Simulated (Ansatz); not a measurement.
# CaO (Lime, Fm-3m): phonons and vibrational spectra

Task: relax CaO (Lime, Fm-3m), then find its harmonic phonons.

Program: Ansatz 0.2.0. Level of theory: DFT PBE, scalar-relativistic, plane waves, PAW. Results are calculated unless marked as measured.

## 1. The structure

It takes space group Fm-3m (No. 225, cubic). Conventional cell: a = 4.813 Å, b = 4.813 Å, c = 4.813 Å, α = 90.00°, β = 90.00°, γ = 90.00°. Ca has 6 O at 2.41 Å nearest. O has 6 Ca at 2.41 Å nearest. Farther neighbours and most contacts between anions are not listed.

## 2. Relaxation

Harmonic phonons are second derivatives at a point where the forces vanish, and they are wanted at zero stress, so atoms and cell are relaxed first.

input.yaml reads:

```yaml
crystal:
  lattice:
    - [0.0, 2.4065, 2.4065]
    - [2.4065, 0.0, 2.4065]
    - [2.4065, 2.4065, 0.0]
  atoms:
    - { symbol: Ca, position: [0.0, 0.0, 0.0] }
    - { symbol: O, position: [0.5, 0.5, 0.5] }
kpoints:
  mp_grid: { grid: [8, 8, 8] }
hamiltonian:
  xc: pbe
scf:
  occupations: { method: gaussian, width: 0.02 }
output:
  forces: true
  stress: true
  eigenvalues: true
  write_density: true
  write_potential: true
  elf: true
  volumetric_format: npy
relax:
  adjacent_minimum: "off"
  f_tol: 0.005
  max_steps: 80
  cell: { stress_tol: 0.05 }
```

Command:

```sh
ansatz run input.yaml --threads 4 --pin off --max-ram 7168MiB --backend cpu --events-out ev --progress --plain --runs-dir out
```

Numbers of over 12 decimals in the logs are rounded to 6 here.

Output:

```text
Engine: ansatz 0.2.0, aarch64-unknown-linux-gnu
Pseudopotentials: kind: paw
Pseudopotential: Ca, paw, valence charge 10, recommended cutoff 420 eV (normal), Ca.paw.azcp
Pseudopotential: O, paw, valence charge 6, recommended cutoff 420 eV (normal), O.paw.azcp
Functional definition: PBE
  parameter kappa = 0.804
  parameter beta = 0.066725
  exchange = pbe_x(kappa = kappa, mu = beta*pi^2/3)
  correlation = pbe_c(beta = beta)
Crystal: 2 atoms, lattice volume = 27.873 Å³
Basis set: ecut = 420 eV, 537 PW (Γ), exchange–correlation on 48×48×48 points (8 copies of the dense FFT grid, shifted against one another)
Bands: 12, of which v1, the nominal top of the filled ones, is band 8 counted from 1 (7 counted from 0)
Symmetry: 48 space group operations
Space group: Fm-3m (ITA 225), of the structure as read, at distance tolerance 3.0e-5 Å
k-points: 29 of 512
Non-local potential: Ca, projectors of the file, l = 0: 3, l = 1: 2, l = 2: 2
Non-local potential: O, projectors of the file, l = 0: 2, l = 1: 2, l = 2: 1
PAW form: soft (Blöchl's): semilocal exchange-correlation on the pseudo side does not see the compensation charge
PAW one-centre angular grid: Ca, 110 points (default); XC on 64 Gauss nodes
PAW one-centre angular grid: O, 110 points (default); XC on 64 Gauss nodes
Initial density: superposition of atomic densities (neutral atoms: chi_scale 0, normalization atom), corrected by the library's trained network
Initial wavefunctions: pseudopotential atomic-orbital guess
Functional: x = pbe(κ = 0.804, μ = 0.219515), c = pbe(β = 0.066725)
SCF iter   1: F=—  HF=-2387.721756 eV  |F-HF|=—  |Δ(HF+E_count)|=         —  Δρ=1.22e-3  dr2=3.52e-4  ethr=1.77e-3  ⟨swp⟩=7.5  Hψ=2456  notcnv=0
preconditioner: auto → none  [insulator: Δε(μ)=3.654 eV  Ē_g=18.096 eV  σ=0.020 eV  W_gap=1.00  n_scr=8 (ndim 8)  ℏωp=26.3 eV  f_vac=0.000  D(μ)=0.00/eV (n_scr^D=0)  ε∞_Penn≈3.1]
SCF iter   2: F=—  HF=-2387.722000 eV  |F-HF|=—  |Δ(HF+E_count)|=   2.44e-4  Δρ=2.28e-3  dr2=1.40e-3  ethr=2.20e-6  ⟨swp⟩=2.1  Hψ=879  notcnv=0
SCF iter   3: F=—  HF=-2387.721738 eV  |F-HF|=—  |Δ(HF+E_count)|=   2.63e-4  Δρ=7.96e-4  dr2=1.84e-4  ethr=2.20e-6  ⟨swp⟩=2.0  Hψ=481  notcnv=0
SCF iter   4: F=—  HF=-2387.721738 eV  |F-HF|=—  |Δ(HF+E_count)|=   6.68e-7  Δρ=1.77e-4  dr2=7.25e-6  ethr=1.15e-6  ⟨swp⟩=2.0  Hψ=437  notcnv=0
SCF iter   5: F=—  HF=-2387.721762 eV  |F-HF|=—  |Δ(HF+E_count)|=   2.32e-5  Δρ=1.16e-4  dr2=3.95e-6  ethr=4.53e-8  ⟨swp⟩=1.0  Hψ=348  notcnv=0
SCF iter   6: F=—  HF=-2387.721761 eV  |F-HF|=—  |Δ(HF+E_count)|=   7.00e-7  Δρ=5.81e-5  dr2=9.89e-7  ethr=2.47e-8  ⟨swp⟩=1.1  Hψ=351  notcnv=0
SCF iter   7: F=—  HF=-2387.721761 eV  |F-HF|=—  |Δ(HF+E_count)|=   2.03e-7  Δρ=1.91e-5  dr2=1.06e-7  ethr=6.18e-9  ⟨swp⟩=1.9  Hψ=386  notcnv=0
SCF iter   8: F=-2387.721761 eV  HF=-2387.721761 eV  |F-HF|=1.21e-8  |Δ(HF+E_count)|=   2.14e-8  Δρ=6.93e-6  dr2=1.39e-8  ethr=6.25e-10  ⟨swp⟩=6.9  Hψ=1577  notcnv=0
SCF 1 converged in 8 iterations: F = -2387.721761 eV  dr2 = 1.39e-8
  greatest PAW one-centre occupation: 0.995 electrons in one spin orbital (limit 2), on the Ca atom at site 0 (counted from 0), in its partial waves of l = 0
relax step   1: F+E_penalty+E_count = -2387.72176078 eV  Δ(F+E_penalty+E_count) = +0.000e0 eV  max|allowed force component| = 8.704e-29 eV/Å  Δτ_max = 0.0000 Å  P = +1.199 GPa  Ω = 27.873 Å³  (8 SCF iters, dr2 threshold 1.00e-7 eV, accepted)
Crystal: 2 atoms, lattice volume = 28.234 Å³
Initial density: handed on by an earlier stage of this run
Initial wavefunctions: those handed on with the density
iter 1 solved again at ethr=6.61e-7 eV; its pass at ethr=3.10e-3 eV (dr2=1.06e-4 eV) is discarded
SCF iter   1: F=—  HF=-2387.721871 eV  |F-HF|=—  |Δ(HF+E_count)|=         —  Δρ=5.87e-4  dr2=9.16e-5  ethr=6.61e-7  ⟨swp⟩=2.0  Hψ=2478  notcnv=0
preconditioner: auto → none  [insulator: Δε(μ)=3.664 eV  Ē_g=18.048 eV  σ=0.020 eV  W_gap=1.00  n_scr=8 (ndim 8)  ℏωp=26.1 eV  f_vac=0.000  D(μ)=0.00/eV (n_scr^D=0)  ε∞_Penn≈3.1]
SCF iter   2: F=—  HF=-2387.721892 eV  |F-HF|=—  |Δ(HF+E_count)|=   2.04e-5  Δρ=2.48e-4  dr2=1.29e-5  ethr=5.72e-7  ⟨swp⟩=2.8  Hψ=641  notcnv=0
SCF iter   3: F=—  HF=-2387.721901 eV  |F-HF|=—  |Δ(HF+E_count)|=   9.60e-6  Δρ=7.71e-5  dr2=1.43e-6  ethr=8.08e-8  ⟨swp⟩=2.9  Hψ=604  notcnv=0
SCF iter   4: F=—  HF=-2387.721903 eV  |F-HF|=—  |Δ(HF+E_count)|=   1.72e-6  Δρ=1.09e-4  dr2=2.83e-6  ethr=1.25e-9  ⟨swp⟩=9.0  Hψ=2449  notcnv=0
SCF iter   5: F=-2387.721902 eV  HF=-2387.721902 eV  |F-HF|=7.30e-9  |Δ(HF+E_count)|=   6.53e-7  Δρ=9.59e-6  dr2=1.55e-8  ethr=1.25e-9  ⟨swp⟩=5.9  Hψ=1892  notcnv=0
SCF 2 converged in 5 iterations: F = -2387.721902 eV  dr2 = 1.55e-8
relax step   2: F+E_penalty+E_count = -2387.72190226 eV  Δ(F+E_penalty+E_count) = -1.415e-4 eV  max|allowed force component| = 2.712e-30 eV/Å  Δτ_max = 0.0000 Å  P = -0.246 GPa  Ω = 28.234 Å³  energy of the carried Pulay correction = -9.140e-4 eV  (5 SCF iters, dr2 threshold 2.00e-7 eV, accepted)
Crystal: 2 atoms, lattice volume = 28.172 Å³
iter 1 solved again at ethr=1.84e-8 eV; its pass at ethr=3.10e-3 eV (dr2=2.94e-6 eV) is discarded
SCF iter   1: F=—  HF=-2387.722082 eV  |F-HF|=—  |Δ(HF+E_count)|=         —  Δρ=1.02e-4  dr2=2.62e-6  ethr=1.84e-8  ⟨swp⟩=2.0  Hψ=2397  notcnv=0
preconditioner: auto → none  [insulator: Δε(μ)=3.657 eV  Ē_g=18.055 eV  σ=0.020 eV  W_gap=1.00  n_scr=8 (ndim 8)  ℏωp=26.2 eV  f_vac=0.000  D(μ)=0.00/eV (n_scr^D=0)  ε∞_Penn≈3.1]
SCF iter   2: F=—  HF=-2387.722107 eV  |F-HF|=—  |Δ(HF+E_count)|=   2.51e-5  Δρ=4.39e-5  dr2=3.70e-7  ethr=1.64e-8  ⟨swp⟩=2.2  Hψ=550  notcnv=0
SCF iter   3: F=-2387.722107 eV  HF=-2387.722107 eV  |F-HF|=2.16e-8  |Δ(HF+E_count)|=   2.00e-7  Δρ=1.03e-5  dr2=1.88e-8  ethr=9.48e-10  ⟨swp⟩=8.2  Hψ=2237  notcnv=0
SCF 3 converged in 3 iterations: F = -2387.722107 eV  dr2 = 1.88e-8
relax step   3: F+E_penalty+E_count = -2387.72210731 eV  Δ(F+E_penalty+E_count) = -2.051e-4 eV  max|allowed force component| = 3.287e-30 eV/Å  Δτ_max = 0.0000 Å  P = -0.003 GPa  Ω = 28.172 Å³  energy of the carried Pulay correction = -7.574e-4 eV  (3 SCF iters, dr2 threshold 1.52e-7 eV, accepted)
Initial wavefunctions: pseudopotential atomic-orbital guess (no wavefunctions were taken with the density)
iter 1 solved again at ethr=5.45e-6 eV; its pass at ethr=3.10e-3 eV (dr2=8.72e-4 eV) is discarded
SCF iter   1: F=—  HF=-2387.722661 eV  |F-HF|=—  |Δ(HF+E_count)|=         —  Δρ=1.71e-4  dr2=3.76e-7  ethr=5.45e-6  ⟨swp⟩=2.5  Hψ=3213  notcnv=0
eigensolver tolerance schedule: the retry pair's looser diagonalisation over-reported the residual by 2319.61 of it (diagonalisation noise at an unbounded share of the residual, at the tolerance the schedule requests for it); recorded, not acted on — ethr = c·dr2/N_el stays at c = 1.0e-1
preconditioner: auto → none  [insulator: Δε(μ)=3.658 eV  Ē_g=18.055 eV  σ=0.020 eV  W_gap=1.00  n_scr=8 (ndim 8)  ℏωp=26.2 eV  f_vac=0.000  D(μ)=0.00/eV (n_scr^D=0)  ε∞_Penn≈3.1]
SCF iter   2: F=—  HF=-2387.722759 eV  |F-HF|=—  |Δ(HF+E_count)|=   9.76e-5  Δρ=8.65e-5  dr2=2.13e-7  ethr=2.35e-9  ⟨swp⟩=2.7  Hψ=576  notcnv=0
SCF iter   3: F=—  HF=-2387.722776 eV  |F-HF|=—  |Δ(HF+E_count)|=   1.77e-5  Δρ=4.64e-5  dr2=1.05e-7  ethr=1.33e-9  ⟨swp⟩=2.0  Hψ=449  notcnv=0
SCF iter   4: F=—  HF=-2387.722782 eV  |F-HF|=—  |Δ(HF+E_count)|=   5.86e-6  Δρ=2.61e-6  dr2=5.71e-10  ethr=6.57e-10  ⟨swp⟩=2.0  Hψ=454  notcnv=0
SCF iter   5: F=—  HF=-2387.722782 eV  |F-HF|=—  |Δ(HF+E_count)|=   1.48e-8  Δρ=6.27e-7  dr2=5.10e-11  ethr=3.57e-12  ⟨swp⟩=2.0  Hψ=441  notcnv=0
SCF iter   6: F=-2387.722782 eV  HF=-2387.722782 eV  |F-HF|=1.09e-11  |Δ(HF+E_count)|=  8.64e-12  Δρ=7.42e-8  dr2=2.39e-13  ethr=1.00e-12  ⟨swp⟩=5.0  Hψ=1257  notcnv=0
SCF 4 converged in 6 iterations: F = -2387.722782 eV  dr2 = 2.39e-13
relax step   4: F+E_penalty+E_count = -2387.72278213 eV  Δ(F+E_penalty+E_count) = -6.748e-4 eV  max|allowed force component| = 8.020e-30 eV/Å  Δτ_max = 0.0000 Å  P = +0.047 GPa  Ω = 28.172 Å³  stress off target by 4.72e-2 GPa  SCF on the basis re-selected at this cell (its energy is not comparable with the rows above)  (6 SCF iters)
basis re-selected at this cell: Δ(F+E_penalty+E_count) = -6.748e-4 eV, ΔP = +0.050 GPa vs the last step (what re-selecting the basis moved, of the pressure what is left beyond the Pulay correction that the steps carried, after the strain that the cell walked since its last selection, with what the two solves' SCF thresholds leave and, on support functions, any second-order correction that the steps lacked; it is no m [...]
SCF converged after 6 iterations
Free energy (F): -2387.722782 eV
Harris-Foulkes:  -2387.722782 eV  (|F-HF|=1.09e-11)
Internal energy: -2387.722782 eV  (E = F + TS)
E sigma→0 (E₀):  -2387.722782 eV
Fermi energy:    9.361593 eV
--- Per-component energies (eV) ---
  E_band       = -103.873557
  E_kinetic    = 455.703551
  E_local      = -899.290289  (includes V_loc(G=0)·N_el)
  E_nonlocal   = 111.441031
  E_hartree    = 298.227854
  E_xc         = -213.174744
  E_vxc        = -268.190410  (∫ρ·V_xc dr)
  E_paw        = -1016.250261  (= ΣΔE_a)
  E_vpaw       = -99.995533  (= ΣTr[D̂ρ^β])
  E_aug_tail   = 0.002387  (compensation charges beyond the density's cutoff)
  E_ewald      = -1124.382311
  E_smearing   = -0.000000  (= −TS)
  E_closure    = 0.000000  (closes the sum)
  Σ components = -2387.722782   (vs F -2387.722782, Δ=0.00e0)
--- Forces (eV/Å), atoms counted from 1 ---
  atom   1  Ca    -0.00000000     0.00000000    -0.00000000
  atom   2  O      0.00000000    -0.00000000     0.00000000
  max |Σ_I F_I| component: 1.45e-29 eV/Å
--- Stress (GPa, compression-positive) ---
        0.047226      -0.000000      -0.000000
       -0.000000       0.047226      -0.000000
       -0.000000      -0.000000       0.047226
  P = ⅓ Tr σ = 0.0472 GPa (0.472 kbar)
--- Band table (eV; the first three rows and the last of 29) ---
  k-point 0: bands = [... 4 lower, -7.9557, 7.5327, 7.5327, 7.5327, 12.1438, 13.7332, 13.7332, 13.7332]
  k-point 1: bands = [... 4 lower, -7.7512, 7.0057, 7.3300, 7.3300, 12.8236, 13.6910, 13.9909, 13.9909]
  k-point 2: bands = [... 4 lower, -7.3294, 6.0235, 6.8941, 6.8941, 13.7485, 14.2760, 14.6671, 14.6671]
  k-point 28: bands = [... 4 lower, -7.3624, 6.2784, 6.4789, 6.4789, 13.8087, 13.8087, 15.8208, 16.9739]
--- Relaxed structure (3 steps of the walk, 3 accepted, 1 SCFs on fresh bases) ---
  F+E_penalty+E_count = -2387.72278213 eV   max|allowed force component| = 8.020e-30 eV/Å   (the final SCF, on the basis selected at the relaxed cell)
  cell:  # Å, volume = 28.1716 Å³
    - [0, 2.415056, 2.415056]
    - [2.415056, 0, 2.415056]
    - [2.415056, 2.415056, 0]
  atoms:
    - { symbol: Ca, position: [0, 0, 0] }
    - { symbol: O, position: [0.5, 0.5, 0.5] }
```

Elapsed: 1.3 s, on 4 threads of Arm Neoverse V1, shared host; peak memory 0.28 GiB.

The steps of the relaxation:

```tsv
step	energy less that of the first step (eV)	largest force component (eV/Å)	pressure (GPa)	volume (Å³)
1	0.0000	0.0000	1.20	27.87
2	-0.0001	0.0000	-0.25	28.23
3	-0.0003	0.0000	0.00	28.17
4*	-0.0010	0.0000	0.05	28.17
```

Relaxation steps marked * repeat the geometry before them on a plane-wave basis chosen anew for their cell, so energy and pressure can jump there.

Forces are held to the 48 operations that the run works with; a distortion that breaks them can't arise in this run.

```tsv
conventional cell, symmetrised	before	after	change
a (Å)	4.813	4.830	+0.4 %
b (Å)	4.813	4.830	+0.4 %
c (Å)	4.813	4.830	+0.4 %
volume (Å³/atom)	13.94	14.09	+1.1 %
```

The relaxed structure:

```xyz
2
Lattice="0.0000 2.4151 2.4151 2.4151 0.0000 2.4151 2.4151 2.4151 0.0000" Properties=species:S:1:pos:R:3 pbc="T T T"
Ca    0.0000    0.0000    0.0000
O     2.4151    2.4151    2.4151
```

This step gave:

```yaml
pressure: 0.04723 GPa
gap_on_the_k_mesh: 3.658 eV
volume_per_atom: 14.09 Å³
direct_gap_on_mesh: 4.034 eV
```

Valence density in the ac plane of the conventional cell at fractional y = 0.000, with atoms of Ca and O within 0.2 Å of it. It is the smooth field of the valence electrons, not physical close to the nuclei.

Ten even steps from '0' (0.1 e/Å³) to '9' (6.8 e/Å³), each cell a mean:
```
85100268410037
32000022100013
00000000000000
00000000000000
10000011000001
52000256300014
95100389610028
84100378510026
21000133200002
00000000000000
00000000000000
10000011000001
63000145200025
96100289510038
```
Columns run along a (4.8 Å), rows up along c (4.8 Å), edges of the conventional cell, whose origin can differ from the input's. Atoms in or near the plane, at fractional coordinates: Ca at (0.00, 0.00), Ca at (0.50, 0.50), O at (0.50, 0.00), O at (0.00, 0.50).

Electrostatic potential energy in the ac plane of the conventional cell at fractional y = 0.000, with atoms of Ca and O within 0.2 Å of it. With pseudopotentials it is smooth inside the atoms' cores, unlike the true potential.

Values in eV, 14 rows by 14 columns, each cell a mean:
```
-52 -39 -11   6  10  -6 -31 -37 -20   7   9  -1 -25 -49
-29 -17  -1   8  11   9  -6 -10   3  11  10   4  -9 -25
 -2   2   6   9  11  11  10  10  11  11  10   8   4  -1
  8   9  10  10   9   8   6   5   7   9  10  10  10   9
  5  10  11  10   6  -1 -11 -13  -6   4   9  11  11   7
-25  -8  10   9   2 -17 -39 -43 -28  -6   7  11   3 -20
-44 -25   5   8  -2 -29 -52 -53 -43 -13   5  10 -10 -37
-37 -20   7   9  -1 -25 -49 -52 -39 -11   6  10  -6 -31
-10   3  11  10   4  -9 -25 -29 -17  -1   8  11   9  -6
 10  11  11  10   8   4  -1  -2   2   6   9  11  11  10
  5   7   9  10  10  10   9   8   9  10  10   9   8   6
-13  -6   4   9  11  11   7   5  10  11  10   6  -1 -11
-43 -28  -6   7  11   3 -20 -25  -8  10   9   2 -17 -39
-53 -43 -13   5  10 -10 -37 -44 -25   5   8  -2 -29 -52
```
Columns run along a (4.8 Å; values clipped at the 3rd and 97th percentile), rows up along c (4.8 Å), edges of the conventional cell, whose origin can differ from the input's. Atoms in or near the plane, at fractional coordinates: Ca at (0.00, 0.00), Ca at (0.50, 0.50), O at (0.50, 0.00), O at (0.00, 0.50).

ELF in the ac plane of the conventional cell at fractional y = 0.000, with atoms of Ca and O within 0.2 Å of it. It is the smooth field of the valence electrons, not physical close to the nuclei.

Values, 14 rows by 14 columns, each cell a mean:
```
0.82 0.85 0.60 0.16 0.50 0.79 0.67 0.60 0.79 0.70 0.24 0.35 0.79 0.83
0.82 0.73 0.36 0.10 0.41 0.73 0.79 0.80 0.78 0.60 0.19 0.18 0.60 0.79
0.39 0.26 0.08 0.06 0.22 0.41 0.50 0.51 0.46 0.31 0.10 0.05 0.18 0.35
0.25 0.22 0.15 0.07 0.06 0.10 0.16 0.19 0.13 0.07 0.05 0.10 0.19 0.24
0.72 0.66 0.48 0.15 0.08 0.36 0.60 0.65 0.51 0.20 0.07 0.31 0.60 0.70
0.75 0.80 0.66 0.22 0.26 0.73 0.85 0.84 0.81 0.51 0.13 0.46 0.78 0.79
0.44 0.75 0.72 0.25 0.39 0.82 0.82 0.78 0.84 0.65 0.19 0.51 0.80 0.60
0.60 0.79 0.70 0.24 0.35 0.79 0.83 0.82 0.85 0.60 0.16 0.50 0.79 0.67
0.80 0.78 0.60 0.19 0.18 0.60 0.79 0.82 0.73 0.36 0.10 0.41 0.73 0.79
0.51 0.46 0.31 0.10 0.05 0.18 0.35 0.39 0.26 0.08 0.06 0.22 0.41 0.50
0.19 0.13 0.07 0.05 0.10 0.19 0.24 0.25 0.22 0.15 0.07 0.06 0.10 0.16
0.65 0.51 0.20 0.07 0.31 0.60 0.70 0.72 0.66 0.48 0.15 0.08 0.36 0.60
0.84 0.81 0.51 0.13 0.46 0.78 0.79 0.75 0.80 0.66 0.22 0.26 0.73 0.85
0.78 0.84 0.65 0.19 0.51 0.80 0.60 0.44 0.75 0.72 0.25 0.39 0.82 0.82
```
Columns run along a (4.8 Å), rows up along c (4.8 Å), edges of the conventional cell, whose origin can differ from the input's. Atoms in or near the plane, at fractional coordinates: Ca at (0.00, 0.00), Ca at (0.50, 0.50), O at (0.50, 0.00), O at (0.00, 0.50).

In this step the volume went from 13.94 to 14.09 Å³/atom.

## 3. Tight relaxation

Phonons need a cell at rest on their own settings, so the relaxation is repeated with tight tolerances on forces and stress on the k mesh and occupations of the first response run.

input.yaml reads:

```yaml
crystal:
  lattice:
    - [0.0, 2.4150559801, 2.4150559801]
    - [2.4150559801, 0.0, 2.4150559801]
    - [2.4150559801, 2.4150559801, 0.0]
  atoms:
    - { symbol: Ca, position: [0.0, 0.0, 0.0] }
    - { symbol: O, position: [0.5, 0.5, 0.5] }
kpoints:
  mp_grid: { grid: [8, 8, 8] }
hamiltonian:
  xc: pbe
scf:
  occupations: { method: fixed }
output:
  forces: true
  stress: true
  eigenvalues: true
relax:
  adjacent_minimum: "off"
  f_tol: 0.001
  max_steps: 60
  cell: { stress_tol: 0.01 }
```

Output:

```text
[...]
Crystal: 2 atoms, lattice volume = 28.172 Å³
Basis set: ecut = 420 eV, 537 PW (Γ), exchange–correlation on 48×48×48 points (8 copies of the dense FFT grid, shifted against one another)
Bands: 12, of which v1, the nominal top of the filled ones, is band 8 counted from 1 (7 counted from 0)
Symmetry: 48 space group operations
[...]
k-points: 29 of 512
[...]
k-point 28: bands = [... 4 lower, -7.3679, 6.2735, 6.4734, 6.4734, 13.8014, 13.8014, 15.8117, 16.9648]
--- Relaxed structure (2 steps of the walk, 2 accepted, 1 SCFs on fresh bases) ---
[...]
cell:  # Å, volume = 28.1862 Å³
    - [0, 2.415472, 2.415472]
    - [2.415472, 0, 2.415472]
    - [2.415472, 2.415472, 0]
  atoms:
    - { symbol: Ca, position: [0, 0, 0] }
    - { symbol: O, position: [0.500000, 0.500000, 0.500000] }
[key lines of the parts left out:]
SCF converged after 5 iterations
Free energy (F): -2387.722746 eV
Fermi energy:    7.527119 eV
P = ⅓ Tr σ = -0.0077 GPa (-0.077 kbar)
```

Wall time 0.95 s (4 threads); peak memory 0.28 GiB.

Little changed from the start: no atom moved by 0.005 Å and no cell edge by 0.1 %.

This step gave:

| Property | Result |
| --- | --- |
| pressure | -0.007665 GPa |
| direct gap on mesh | 4.035 eV |

The forces vanish by symmetry and the pressure is -0.008 GPa, within the tolerances set. The cell now holds 14.09 Å³/atom.

(Part 1 of 3 ends here.)

[Logs are printed without paths, hosts, clocks, repeated set-up lines and the standing remarks that a program may print on its own settings, such as how far it seeks lower states.]

[Hosts, paths, dates, database ids (printed as entryN), source tags and the programs' standing remarks are cut or masked in the printed files.]
